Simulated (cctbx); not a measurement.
# TiTe4W2S2: precision against data quality

Space group P-6m2 (no. 187), a = 3.4310 Å, b = 3.4310 Å, c = 30.7710 Å, α = 90.00°, β = 90.00°, γ = 120.00°.

```csv
atom,mult.,x,y,z,Ueq (Å²)
W1,2,1/3,2/3,0.2307,0.0144
Te1,2,2/3,1/3,0.2894,0.0130
Te2,2,2/3,1/3,0.8282,0.0143
Ti1,1,2/3,1/3,0,0.0196
S1,2,1/3,2/3,0.9548,0.0231
```

The model is made up (kin elements in a known structure type, no relaxation), so it says nothing on whether the phase exists.

Five simulated data sets (cctbx; Ag Kα, λ = 0.56087 Å; 1.5 % proportional error) differ in resolution or exposure (noise floor 4 counts in the first three, 8 in the last two). Each is refined with the right model, isotropic at 1.1 Å and anisotropic otherwise. How do the figures of merit and the uncertainties move?

```
d min (Å)  top counts  ⟨I/σ⟩ (unmerged, absences included)  unique  param. (scale apart)   Rint      R1  GooF  largest s.u. xyz (fractional)  s.u. U of S1 (Å²)  largest error (Å)
      1.1       40000                                 35.6     149                     9  0.014  0.0053  0.97                        0.00007             0.0005             0.0015
     0.84       40000                                 31.4     299                    14  0.015  0.0057  0.93                        0.00004             0.0004             0.0006
      0.6       40000                                 24.0     722                    14  0.018  0.0068  0.94                        0.00003             0.0002             0.0000
     0.75         300                                  1.9     399                    14  0.294  0.0647  0.91                        0.00114             0.0077             0.0428
     0.75        3000                                  9.0     399                    14  0.054  0.0189  0.91                        0.00017             0.0014             0.0058
```

The number of reflections grows roughly as 1/d³: 149, 299 and 722 here. R1 follows the noise rather than the truth: at 300 counts it is 0.0647, at 3000 counts 0.0189, while GooF is 0.91 and 0.91: the weights 1/σ² carry the noise. The s.u. of U (U11 where anisotropic) for S1 goes 0.0005, 0.0004, 0.0002 Å² with resolution and 0.0077, 0.0014 Å² with exposure.

Hardware for the 0.6 Å refinement: 0.4 s on 1 thread of Arm Neoverse V2 (shared host), peak memory 0.09 GiB.

[Logs are printed without paths, hosts, clocks, repeated set-up lines and the standing remarks that a program may print on its own settings, such as how far it seeks lower states.]
